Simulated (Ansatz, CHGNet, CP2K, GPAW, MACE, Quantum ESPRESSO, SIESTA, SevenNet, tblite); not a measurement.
## H15W3C3S4N3 (P-1) (56 atoms) in CP2K

How do the settings of CP2K change the result for H15W3C3S4N3 (P-1) (56 atoms)? A plane-wave run serves as the yardstick.

Main program and level: CP2K 2026.2; the method is named at each step.

## 1. The starting structure

The cell holds 56 atoms: 30 H, 6 W, 6 C, 8 S and 6 N. Cell: a = 9.085 Å, b = 9.160 Å, c = 9.566 Å, α = 103.7°, β = 116.6°, γ = 106.3°. It derives from H15W3C3S4N3 (P-1), repeated 1×1×1. H15W3C3S4N3, space group P-1, structure from the Crystallography Open Database, 1 x 1 x 1 conventional cells; positions as listed; bonds to H set to neutron lengths (C-H 1.089, N-H 1.015, O-H 0.983, B-H 1.19 Å) where the listed ones are shorter Then every atom was moved at random, 0.03 Å r.m.s. a Cartesian component (hydrogen 0.6 of that).

The yardstick, on the same geometry:

- method: Kohn-Sham DFT, PBE, PAW, plane waves (Ansatz 0.2.0); cutoff 420 eV, Γ point, fermi-dirac smearing of 0.05 eV; PAW set soft_2
- r.m.s. force component: 0.8714 eV/Å
- longest force: 4.572 eV/Å
- pressure: 3.508 GPa
- gap (highest filled to lowest empty level): 0.5431 eV
- SCF cycles: 14
- time: 5.1 s on 4 threads of Arm Neoverse V1, shared host
- CPU time: 18 s

## 2. PBE, DZVP-UZH, 600/50 Ry, diagonalisation

Method: Kohn-Sham DFT, PBE, GTH-PBE pseudopotentials, Gaussian and plane waves, DZVP-MOLOPT (UZH set), diagonalisation.

The input, input.inp:

```
&GLOBAL
  PROJECT cell
  RUN_TYPE ENERGY_FORCE
  PRINT_LEVEL LOW
&END GLOBAL
&FORCE_EVAL
  METHOD QS
  STRESS_TENSOR ANALYTICAL
  &DFT
    BASIS_SET_FILE_NAME BASIS_MOLOPT_UZH
    POTENTIAL_FILE_NAME POTENTIAL_UZH
    &MGRID
      CUTOFF 600
      REL_CUTOFF 50
      NGRIDS 5
    &END MGRID
    &QS
      EPS_DEFAULT 1.0E-12
    &END QS
    &SCF
      SCF_GUESS ATOMIC
      EPS_SCF 5.0E-06
      MAX_SCF 200
      ADDED_MOS 24
      &DIAGONALIZATION
        ALGORITHM STANDARD
      &END DIAGONALIZATION
      &SMEAR ON
        METHOD FERMI_DIRAC
        ELECTRONIC_TEMPERATURE [K] 580
      &END SMEAR
      &MIXING
        METHOD BROYDEN_MIXING
        ALPHA 0.15
        NBROYDEN 12
      &END MIXING
      &PRINT
        &RESTART OFF
        &END RESTART
      &END PRINT
    &END SCF
    &XC
      &XC_FUNCTIONAL PBE
      &END XC_FUNCTIONAL
    &END XC
    &PRINT
      &MULLIKEN ON
      &END MULLIKEN
      &HIRSHFELD ON
        SHAPE_FUNCTION DENSITY
      &END HIRSHFELD
      &MO ON
        EIGENVALUES T
        OCCUPATION_NUMBERS T
        MO_INDEX_RANGE 97 120
        &EACH
          QS_SCF 0
        &END EACH
        ADD_LAST NUMERIC
      &END MO
    &END PRINT
  &END DFT
  &SUBSYS
    &CELL
      A 9.08470 0.00000 0.00000
      B -2.56559 8.79358 0.00000
      C -4.28655 -3.61609 7.74969
    &END CELL
    &COORD
      SCALED
      H 0.03860 0.50502 0.36763
      H 0.96740 0.50470 0.63846
      H 0.82023 0.43515 0.31720
      H 0.17254 0.56601 0.68133
      H 0.64486 0.99033 0.97029
      H 0.35290 0.01008 0.03282
      H 0.84148 0.04462 0.98809
      H 0.15735 0.95624 0.01014
      H 0.49218 0.86079 0.52284
      H 0.51138 0.13901 0.47762
      H 0.39821 0.83833 0.32003
      H 0.59712 0.15946 0.67404
      H 0.82269 0.29114 0.07650
      H 0.17798 0.70549 0.92046
      H 0.93786 0.49101 0.08757
      H 0.05836 0.50756 0.91410
      H 0.71387 0.42608 0.03440
      H 0.28319 0.56967 0.95830
      H 0.61834 0.78930 0.73106
      H 0.38071 0.20554 0.26619
      H 0.57723 0.69844 0.86445
      H 0.42658 0.30634 0.13775
      H 0.78898 0.75792 0.88726
      H 0.20205 0.23947 0.10757
      H 0.24246 0.59113 0.33047
      H 0.75272 0.40733 0.66944
      H 0.45610 0.57725 0.43952
      H 0.54275 0.41586 0.55676
      H 0.36443 0.56263 0.22799
      H 0.64078 0.44524 0.77622
      W 0.98036 0.78602 0.41932
      W 0.03605 0.22568 0.59756
      W 0.89691 0.99992 0.28405
      W 0.11372 0.01628 0.72602
      W 0.76707 0.91618 0.46543
      W 0.22786 0.08273 0.52852
      C 0.84273 0.41992 0.11009
      C 0.15914 0.57365 0.89179
      C 0.67978 0.78793 0.86146
      C 0.31384 0.20568 0.13515
      C 0.37485 0.62179 0.34671
      C 0.62136 0.38060 0.65141
      S 0.71322 0.12571 0.34087
      S 0.29207 0.87401 0.66200
      S 0.66304 0.71092 0.17853
      S 0.33694 0.28460 0.80846
      S 0.08351 0.86220 0.24138
      S 0.90905 0.12663 0.74836
      S 0.86307 0.72749 0.59691
      S 0.14069 0.27323 0.40079
      N 0.91711 0.50673 0.29421
      N 0.09029 0.49309 0.70711
      N 0.75094 0.96071 0.99690
      N 0.24625 0.04132 0.99887
      N 0.47433 0.80808 0.41389
      N 0.51950 0.19532 0.59196
    &END COORD
    &KIND H
      BASIS_SET DZVP-MOLOPT-PBE-GTH-q1
      POTENTIAL GTH-PBE-q1
    &END KIND
    &KIND W
      BASIS_SET DZVP-MOLOPT-PBE-GTH-q14
      POTENTIAL GTH-PBE-q14
    &END KIND
    &KIND C
      BASIS_SET DZVP-MOLOPT-PBE-GTH-q4
      POTENTIAL GTH-PBE-q4
    &END KIND
    &KIND S
      BASIS_SET DZVP-MOLOPT-PBE-GTH-q6
      POTENTIAL GTH-PBE-q6
    &END KIND
    &KIND N
      BASIS_SET DZVP-MOLOPT-PBE-GTH-q5
      POTENTIAL GTH-PBE-q5
    &END KIND
  &END SUBSYS
  &PRINT
    &FORCES ON
    &END FORCES
    &STRESS_TENSOR ON
    &END STRESS_TENSOR
  &END PRINT
&END FORCE_EVAL
```

On the command line:

```console
$ OMP_NUM_THREADS=1 mpirun -np 4 cp2k.psmp -i input.inp > output.txt
```

Output:

```text
CP2K| version string:                                       CP2K version 2026.2
 CP2K| Input file name                                                 input.inp
 GLOBAL| Basis set file name                                    BASIS_MOLOPT_UZH
 GLOBAL| Potential file name                                       POTENTIAL_UZH
 GLOBAL| Run type                                                   ENERGY_FORCE
 GLOBAL| Total number of message passing processes                             4
 GLOBAL| Number of threads for this process                                    1
 TOTAL NUMBERS AND MAXIMUM NUMBERS
  Total number of            - Atomic kinds:                                   5
                             - Atoms:                                         56
                             - Shell sets:                                    56
                             - Shells:                                       238
                             - Primitive Cartesian functions:                278
                             - Cartesian basis functions:                    616
                             - Spherical basis functions:                    566
  Maximum angular momentum of- Orbital basis functions:                        3
                             - Local part of the GTH pseudopotential:          2
                             - Non-local part of the GTH pseudopotential:      4
 SCF PARAMETERS         Density guess:                                    ATOMIC
                        max_scf:                                             200
                        eps_scf:                                        5.00E-06
                        added MOs                                        24    0
                        Mixing method:                            BROYDEN_MIXING
                                                charge density mixing in g-space
                        Smear method:                                FERMI_DIRAC
                        Electronic temperature [K]:                        580.0
                        Electronic temperature [a.u.]:                  1.84E-03
                        Accuracy threshold:                             1.00E-10
 Extrapolation method: initial_guess
 Number of electrons:                                                        216
 Number of occupied orbitals:                                                108
 Number of molecular orbitals:                                               132
 Number of orbital functions:                                                566
 Number of independent orbital functions:                                    566
 SCF WAVEFUNCTION OPTIMIZATION
  Step     Update method      Time    Convergence         Total energy    Change
     1 NoMix/Diag. 0.15E+00    2.5     2.24406184      -604.1305604524 -6.04E+02
     2 Broy./Diag. 0.15E+00    4.3     0.07078639      -585.7056191479  1.84E+01
     3 Broy./Diag. 0.15E+00    4.3     0.17697891      -594.4661647801 -8.76E+00
     4 Broy./Diag. 0.15E+00    4.3     0.02821488      -601.7120932916 -7.25E+00
[...]
17 Broy./Diag. 0.15E+00    4.4     0.00000690      -602.5379265170  1.60E-04
    18 Broy./Diag. 0.15E+00    4.4     0.00000143      -602.5378451500  8.14E-05
  *** SCF run converged in    18 steps ***
  Electronic density on regular grids:       -216.0000000000        0.0000000000
  Core density on regular grids:              215.9999999998       -0.0000000002
  Total charge density on r-space grids:       -0.0000000002
  Total charge density g-space grids:          -0.0000000002
  Overlap energy of the core charge distribution:               9.53707e-06
  Self energy of the core charge distribution:              -1078.614889
  Core Hamiltonian energy:                                    262.212349
  Hartree energy:                                             315.170742
  Exchange-correlation energy:                               -101.305801
  Electronic entropic energy:                                  -0.000255665
  Fermi energy:                                                 0.142847
  Total energy:                                              -602.537845
  Total energy (extrapolated to T->0):                       -602.537717
 MO| EIGENVALUES AND OCCUPATION NUMBERS
 MO|
 MO|  Index      Eigenvalue [a.u.]        Eigenvalue [eV]             Occupation
 MO|     97               0.076413               2.079305               2.000000
 MO|     98               0.079753               2.170188               2.000000
 MO|     99               0.082235               2.237729               2.000000
[...]
MO|    119               0.277272               7.544957               0.000000
 MO|    120               0.279074               7.593996               0.000000
 MO| Sum:                                                             216.000000
 MO| E(Fermi):            0.142847 a.u.          3.887077 eV
 !-----------------------------------------------------------------------------!
                     Mulliken Population Analysis
 #  Atom  Element  Kind  Atomic population                           Net charge
       1     H        1          0.774924                              0.225076
       2     H        1          0.767128                              0.232872
       3     H        1          0.734369                              0.265631
[...]
55     N        5          5.355641                             -0.355641
      56     N        5          5.394158                             -0.394158
 # Total charge                            216.000000                 -0.000000
 !-----------------------------------------------------------------------------!
 !-----------------------------------------------------------------------------!
                           Hirshfeld Charges
  #Atom  Element  Kind  Ref Charge     Population                    Net charge
      1       H      1       1.000          0.914                         0.086
      2       H      1       1.000          0.911                         0.089
      3       H      1       1.000          0.896                         0.104
[...]
55       N      5       5.000          5.144                        -0.144
     56       N      5       5.000          5.134                        -0.134
  Total Charge                                                           -0.000
 !-----------------------------------------------------------------------------!
 ENERGY| Total FORCE_EVAL ( QS ) energy [hartree]           -602.537876
 FORCES| Atomic forces [hartree/bohr]
 FORCES|   Atom     x               y               z               |f|
 FORCES|      1  6.80443810E-03 -1.23257111E-02  2.62239418E-03   1.43213297E-02
 FORCES|      2  1.65852954E-02 -6.15139254E-03  9.08397640E-03   1.98854288E-02
 FORCES|      3  2.87273405E-02  2.05859045E-02 -5.15932781E-04   3.53455195E-02
[...]
FORCES|     55  6.40308017E-02 -2.35510515E-02 -6.35377891E-02   9.32289989E-02
 FORCES|     56 -7.19573064E-03  2.67171258E-02 -4.42119239E-02   5.21562802E-02
 FORCES| Sum     5.38270205E-05 -8.51031473E-06  1.30236819E-05
 FORCES| Total atomic force                                       5.60302587E-05
 STRESS| Analytical stress tensor [bar]
 STRESS|                        x                   y                   z
 STRESS|      x        4.53256162372E+04   1.93134608107E+03   2.15670431366E+03
 STRESS|      y        1.93134608107E+03   2.33509958936E+04  -1.49645989555E+03
 STRESS|      z        2.15670431366E+03  -1.49645989555E+03   3.85384810774E+04
 STRESS| 1/3 Trace                                             3.57383644027E+04
```

Run time: 90 s. Hardware: 4 MPI ranks of Arm Neoverse V1, shared host; peak memory 3.2 GiB; 6 min of CPU time.

Banners and routine set-up lines are dropped from the logs; longer cuts are marked.

Against the reference:

```
r.m.s. force component                           : 0.8954 eV/Å
r.m.s. difference of force components            : 66.96 meV/Å
longest difference of force vectors              : 270.8 meV/Å
force difference over r.m.s. force               : 7.684 %
slope of forces against the reference's          : 1.025
correlation of force components                  : 0.9975
gap (highest filled to lowest empty level) : 0.5454 eV
gap difference                                   : 0.0023 eV
pressure                                         : 3.574 GPa
pressure difference                              : 0.0661 GPa
```

Length of the force difference by element (eV/Å):

| element | atoms | mean | most |
| --- | --- | --- | --- |
| C | 6 | 0.12 | 0.14 |
| H | 30 | 0.075 | 0.25 |
| N | 6 | 0.22 | 0.27 |
| S | 8 | 0.023 | 0.041 |
| W | 6 | 0.13 | 0.14 |

Levels nearest the highest filled one (eV from it): -1.53, -1.44, -1.37, -0.58, -0.47, -0.40, -0.33, -0.30, -0.29, -0.16, -0.08, 0.00, 0.55, 0.64, 3.32, 3.37, 3.53, 3.57, 3.60, 3.68, 3.79, 3.82, 3.93, 3.98.

The surroundings of N55, which bears the longest force, nearest first, numbered as they follow in the input and with coordinates relative to it.

| atom | x | y | z | distance (Å) | bonds | Hirshfeld charge (e) | Fx | Fy | Fz (eV/Å) |
| --- | --- | --- | --- | --- | --- | --- | --- | --- | --- |
| N55 | 0.00 | 0.00 | 0.00 | 0.00 | 4 | -0.14 | 3.29 | -1.21 | -3.27 |
| H9 | -0.44 | 0.07 | 0.84 | 0.95 | 1 | 0.09 | -2.27 | 0.52 | 2.87 |
| H11 | -0.37 | 0.61 | -0.73 | 1.01 | 1 | 0.10 | -0.64 | 0.48 | 0.18 |
| C41 | -0.14 | -1.40 | -0.52 | 1.50 | 4 | -0.07 | 0.60 | 0.02 | 1.16 |
| H25 | -1.19 | -1.61 | -0.65 | 2.10 | 1 | 0.03 | -0.31 | -0.31 | -0.22 |
| H29 | 0.43 | -1.49 | -1.44 | 2.11 | 1 | 0.04 | 0.00 | 0.04 | -0.38 |
| H27 | 0.32 | -2.12 | 0.20 | 2.16 | 1 | 0.04 | -0.40 | 0.58 | -0.35 |
| W35 | 2.16 | 0.76 | 0.40 | 2.33 | 5 | 0.13 | 0.34 | -0.23 | -0.57 |
| H19 | 0.00 | -1.31 | 2.46 | 2.79 | 1 | 0.02 | 0.00 | -0.37 | 0.63 |
| H10 | -0.79 | 2.68 | 0.49 | 2.84 | 1 | 0.09 | -0.20 | -0.01 | 0.74 |

Forces lie 7.7 % from the reference's, at 20 times its CPU time.

## 3. GFN1-xTB, diagonalisation

Method: GFN1-xTB tight binding (the program's own implementation), diagonalisation.

The input, input.inp:

```
&GLOBAL
  PROJECT cell
  RUN_TYPE ENERGY_FORCE
  PRINT_LEVEL LOW
&END GLOBAL
&FORCE_EVAL
  METHOD QS
  STRESS_TENSOR ANALYTICAL
  &DFT
    &QS
      METHOD XTB
      &XTB
        GFN_TYPE 1
        DO_EWALD T
        CHECK_ATOMIC_CHARGES F
      &END XTB
    &END QS
    &SCF
      SCF_GUESS ATOMIC
      EPS_SCF 1.0E-06
      MAX_SCF 200
      ADDED_MOS 42
      &DIAGONALIZATION
        ALGORITHM STANDARD
      &END DIAGONALIZATION
      &SMEAR ON
        METHOD FERMI_DIRAC
        ELECTRONIC_TEMPERATURE [K] 580
      &END SMEAR
      &MIXING
        METHOD BROYDEN_MIXING
        ALPHA 0.15
        NBROYDEN 8
      &END MIXING
      &PRINT
        &RESTART OFF
        &END RESTART
      &END PRINT
    &END SCF
    &PRINT
      &MULLIKEN ON
      &END MULLIKEN
    &END PRINT
  &END DFT
  &SUBSYS
    &CELL
      A 9.08470 0.00000 0.00000
      B -2.56559 8.79358 0.00000
      C -4.28655 -3.61609 7.74969
    &END CELL
    &TOPOLOGY
      COORD_FILE_NAME structure.xyz
      COORD_FILE_FORMAT XYZ
    &END TOPOLOGY
  &END SUBSYS
  &PRINT
    &FORCES ON
    &END FORCES
    &STRESS_TENSOR ON
    &END STRESS_TENSOR
  &END PRINT
&END FORCE_EVAL
```

The input, structure.xyz:

```xyz
56

H -2.52087 3.11155 2.84902
H 4.75689 2.12939 4.94787
H 4.97543 2.67950 2.45820
H -2.80523 2.51350 5.28010
H -0.84162 5.19989 7.51945
H 3.03944 -0.03004 0.25434
H 3.29462 -3.18065 7.65739
H -1.06731 8.37211 0.07858
H 0.02169 5.67879 4.05185
H 2.24175 -0.50472 3.70141
H 0.09498 6.21466 2.48013
H 2.12624 -1.03517 5.22360
H 6.39902 2.28353 0.59285
H -4.13870 2.87532 7.13328
H 6.88507 4.00107 0.67864
H -4.69034 1.15780 7.08399
H 5.24469 3.62238 0.26659
H -2.99664 1.54414 7.42653
H 0.45869 4.29719 5.66549
H 1.79027 0.84487 2.06289
[... 32 atom lines left out ...]
N 0.08401 4.84320 7.72567
N -2.15061 -3.24865 7.74093
N 0.46178 5.60925 3.20752
N 1.68092 -0.42302 4.58751
```

On the command line:

```console
$ OMP_NUM_THREADS=1 cp2k.psmp -i input.inp > output.txt
```

Output:

```text
CP2K| version string:                                       CP2K version 2026.2
 CP2K| Input file name                                                 input.inp
 GLOBAL| Basis set file name                                           BASIS_SET
 GLOBAL| Potential file name                                           POTENTIAL
 GLOBAL| Run type                                                   ENERGY_FORCE
 GLOBAL| Total number of message passing processes                             1
 GLOBAL| Number of threads for this process                                    1
[... lines left out ...]
                        Smear method:                                FERMI_DIRAC
[... lines left out ...]
 Number of electrons:                                                        168
[... lines left out ...]
  Step     Update method      Time    Convergence         Total energy    Change
[... lines left out ...]
  *** SCF run converged in    77 steps ***
[... lines left out ...]
  Fermi energy:                                                -0.297461
  Total energy:                                               -92.028916
  Total energy (extrapolated to T->0):                        -92.028829
[... lines left out ...]
      55     N          5                 5.405330                     -0.405330
      56     N          5                 5.385073                     -0.385073
 # Total charge                         168.000000                      0.000000
 ENERGY| Total FORCE_EVAL ( QS ) energy [hartree]            -92.028916
 FORCES| Atomic forces [hartree/bohr]
 FORCES|   Atom     x               y               z               |f|
 FORCES|      1  3.43034266E-03 -1.01245527E-02 -3.36118203E-03   1.12058629E-02
 FORCES|      2  1.73189908E-02 -6.82117533E-03  1.34591420E-02   2.29700757E-02
 FORCES|      3  3.13815328E-02  2.12253129E-02 -4.70189295E-03   3.81762008E-02
[...]
FORCES|     55  4.66143772E-02 -2.13738425E-02 -5.87150031E-02   7.79563525E-02
 FORCES|     56  4.88626848E-03  2.58309667E-02 -3.95222388E-02   4.74670604E-02
 FORCES| Sum     2.55698240E-15 -6.03336825E-15  2.15105711E-15
 FORCES| Total atomic force                                       6.89686437E-15
 STRESS| Analytical stress tensor [bar]
 STRESS|                        x                   y                   z
 STRESS|      x        6.05316753419E+04   7.33539315749E+03   5.14395894994E+03
 STRESS|      y        7.33539315749E+03   4.11401079145E+04  -7.44184356783E+02
 STRESS|      z        5.14395894994E+03  -7.44184356783E+02   5.82990875854E+04
 STRESS| 1/3 Trace                                             5.33236236139E+04
```

Wall time 4.2 s (1 thread); peak memory 0.2 GiB.

Numbers from this run, and their distance from the reference:

```yaml
r_m_s_force_component: 1.304 eV/Å
r_m_s_difference_of_force_components: 869.7 meV/Å
longest_difference_of_force_vectors: 5766 meV/Å
force_difference_over_r_m_s_force: 99.8 %
slope_of_forces_against_the_reference_s: 1.122
correlation_of_force_components: 0.7496
pressure: 5.332 GPa
pressure_difference: 1.825 GPa
```

Against the first run (7.7 %), the force difference from the reference is 100 %, at 0.012 times the CPU time (on 1 against 4 cores) (77 SCF steps against 18); the model has changed, so this is no error of the program alone.

The difference per atom is largest on W (4.5 eV/Å on average, against 0.44 on N).

[end of part 1 of 3]

[Long decimals in the printed logs are rounded to 6 places.]

[Also dropped from logs without a mark: lines with file paths, logging warnings of Python, QE's lines on negative density and diagonalisation, SIESTA's first energy breakdown, zero terms and Voronoi charges.]

[Logs are printed without paths, hosts, clocks, repeated set-up lines and the standing remarks that a program may print on its own settings, such as how far it seeks lower states.]

[Hosts, paths, dates, database ids (printed as entryN), source tags and the programs' standing remarks are cut or masked in the printed files.]

[Most failed runs of this program on this cell are left out, timed-out ones always.]
